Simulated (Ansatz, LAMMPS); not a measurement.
# Amorphous 41Ga2O3-59SiO2 (mol %) (111 atoms): where an added charge goes: runs compared

Aim: add and remove one electron in amorphous 41Ga2O3-59SiO2 (mol %) (111 atoms), with atoms held and relaxed, and read trapping energy and localisation.

Computed with Ansatz 0.2.0: Kohn-Sham DFT, PBE, PAW (set soft_1), plane waves.

## (1) The cell as built

The cell holds 111 atoms: 24 Ga, 17 Si and 70 O. Its edges and angles: a = 10.983 Å, b = 10.983 Å, c = 10.983 Å, α = 90.0°, β = 90.0°, γ = 90.0°. 111 atoms (24 Fe, 17 Si, 70 O) placed at random at 3.3 g/cm³, melted at 5000 K for 10 ps at fixed volume with the Morse and Coulomb pair potential with partial charges (Pedone, Malavasi, Menziani, Cormack and Segre, J. Phys. Chem. B 110, 11780 (2006)). Quenched from 5000 K to 300 K at 50 K/ps and fixed volume, held 10 ps at zero pressure, then minimised at fixed cell. Then Fe was replaced by Ga and the cell scaled by 1.005 (the potential has no terms for the new elements, so the cell is a start for a DFT relaxation).

Limits known from the start: The quench rate of 50 K/ps far exceeds what a furnace or splat quench reaches, so expect more defects and frozen-in strain than in a real sample. The starting topology of bonds comes from the classical model, and needn't be the one that DFT or experiment would give. Only the Γ point is sampled, in a cell whose shortest periodic width is 11 Å.

## (2) The reference run

The reference is a single point at the end of the relaxation.

The charged cells start from the geometry of this run, on a uniform background, with spin and a narrow Fermi–Dirac smearing.

Its input, with most atom lines left out:

```yaml
crystal:
  lattice:
    - [10.98262, 0.0, 0.0]
    - [0.0, 10.98262, 0.0]
    - [0.0, 0.0, 10.98262]
  atoms:
    - { symbol: Ga, position: [0.69168, 0.87752, 0.33523] }
    - { symbol: Ga, position: [0.23737, 0.84403, 0.71207] }
    - { symbol: Ga, position: [0.53152, 0.22518, 0.01367] }
    - { symbol: Ga, position: [0.43941, 0.96, 0.98418] }
    - { symbol: Ga, position: [0.35127, 0.82655, 0.2716] }
    - { symbol: Ga, position: [0.44548, 0.5519, 0.25947] }
    - { symbol: Ga, position: [0.27131, 0.7386, 0.98926] }
    [... atom lines 8 to 111 left out ...]
kpoints:
  mp_grid: { grid: [1, 1, 1] }
hamiltonian:
  xc: pbe
  pseudopotentials: { kind: paw, azcp: { folder: soft_1 } }
scf:
  occupations: { method: fixed }
output:
  forces: true
  stress: true
  populations: true
  dos:
    method: { smearing: { sigma: 0.15 } }
    de: 0.1
    projected: { site_lists: { Ga: [Ga], O: [O], Si: [Si] } }
  eigenvalues: true
  write_density: true
  write_potential: true
  volumetric_format: npy
```

```
free energy per atom   : -1273.7134 eV/atom
r.m.s. force component : 0.01143 eV/Å
pressure               : 2.967 GPa
```

Filled and empty levels are parted by 2.45 eV (at Γ alone); a semilocal functional tends to put such gaps too low. In a disordered cell it changes from sample to sample, and tail or defect levels can set it.

## (3) The runs

Each row is one run, on 4 threads of Intel Xeon Platinum 8488C (Sapphire Rapids), shared host. The free energy is the program's total, comparable only between runs with the same functional, potentials and atoms; between charge states it hangs on the program's zero of potential.

| run | atoms | outcome | ionic steps, all passes | free energy (eV) | time | host memory (GiB) |
| --- | --- | --- | --- | --- | --- | --- |
| Single point at the start | 111 | converged | - | -141374.878 | 15 s | 2.0 |
| Relaxation | 111 | converged | 27 | -141382.190 | 4.3 min | 2.0 |
| Single point at the relaxed geometry | 111 | converged | - | -141382.190 | 26 s | 2.1 |
| An extra electron, atoms held | 111 | converged | - | -141374.236 | 63 s | 3.5 |
| An extra electron, atoms relaxed | 111 | converged | 4 | -141374.271 | 1.9 min | 3.4 |
| An extra electron, levels at the relaxed geometry | 111 | converged | - | -141374.271 | 62 s | 3.5 |
| Neutral at the geometry of the electron | 111 | converged | - | -141382.153 | 22 s | 2.1 |
| An extra hole, atoms held | 111 | converged | - | -141387.393 | 64 s | 3.5 |
| An extra hole, atoms relaxed | 111 | converged | 11 | -141387.760 | 4.4 min | 3.4 |
| An extra hole, levels at the relaxed geometry | 111 | converged | - | -141387.760 | 52 s | 3.5 |
| Neutral at the geometry of the hole | 111 | converged | - | -141381.188 | 21 s | 2.1 |

In some runs the program notes that the exchange-correlation potential is rough where the density is thin.

Local excerpt of 8 atoms (numbers count through the whole input) about O83, which holds the most spin of the extra hole after relaxation; x, y, z are measured from there.

| atom | x | y | z | distance (Å) | Löwdin charge (e) | moment (μB) |
| --- | --- | --- | --- | --- | --- | --- |
| O83 | 0.00 | 0.00 | 0.00 | 0.00 | -0.49 | 0.51 |
| Ga13 | -0.83 | 1.74 | 0.44 | 1.98 | 1.07 | 0.00 |
| Ga19 | 0.10 | -1.83 | -0.87 | 2.03 | 1.06 | 0.00 |
| Ga15 | 0.61 | -0.58 | 1.93 | 2.10 | 1.11 | 0.00 |
| O60 | -1.77 | -1.44 | -0.34 | 2.31 | -0.61 | 0.22 |
| O102 | 2.23 | 0.40 | 0.97 | 2.47 | -0.64 | 0.10 |
| O107 | 0.06 | 1.37 | 2.21 | 2.60 | -0.72 | 0.00 |
| Si34 | -2.25 | -0.79 | 1.13 | 2.64 | 1.64 | 0.00 |

## (4) Energies and spread of the extra charge

Energies are differences within one cell and functional; the shift is the gain plus the neutral cell's energy at the new geometry, that is how much cheaper the vertical process becomes there. The spread is the participation number of the site moments (1/Σw², over the spin inside atomic spheres), with the atom that holds the largest share and the spin that the spheres hold in all.

| carrier | charged less neutral, atoms held (eV) | gain on relaxing (eV) | neutral cell at that geometry, less the reference (eV) | shift of the vertical energy (eV) | spread, atoms held | spread, relaxed |
| --- | --- | --- | --- | --- | --- | --- |
| electron | 7.955 | 0.035 | 0.037 | 0.072 | 78; Ga7 3 % of 0.22 μB | 74; Ga7 4 % of 0.26 μB |
| hole | -5.203 | 0.367 | 1.002 | 1.369 | 15; O83 17 % of 0.83 μB | 3; O83 57 % of 0.91 μB |

## (5) Outcome

The extra electron gains 0.035 eV as the atoms relax, and its spin stays on about 74 atoms: it stays spread out at this level. The cell with the electron ends on a moment of 0.67 μB, short of the 1 μB of one unpaired electron, so the spin density holds only part of the carrier. With the atoms held, the spheres hold only 0.22 of the 0.56 μB, so the spread is read from a small part of the spin. The extra hole gains 0.37 eV as the atoms relax, and its spin goes from about 15 to 3 atoms: the atoms trap it, with the largest share on O83. The O83–O60 distance goes from 2.57 to 2.31 Å. Adding the two vertical energies gives 2.75 eV, against a gap of 2.45 eV in the neutral cell. The zero of the potential cancels in this sum; the excess isn't taken apart here: charging of a small cell, filling of bands on a coarse mesh and the attraction to the background can all enter.

Caveats: Single energies of charged cells hang on the program's zero of potential. In the spin-polarised runs the search for a state of lower energy was switched off. No distortion was seeded, so a trapped state behind a barrier can't be found. Local and semilocal functionals favour spread-out charges, so trapping can be missed. The pressure of 3.0 GPa says that the cell would expand at this level of theory. Charged cells carry a uniform background, with no correction for images.

The DFT runs together took 16 min of wall time.

[Logs are printed without paths, hosts, clocks, repeated set-up lines and the standing remarks that a program may print on its own settings, such as how far it seeks lower states.]

[Hosts, paths, dates, database ids (printed as entryN), source tags and the programs' standing remarks are cut or masked in the printed files.]
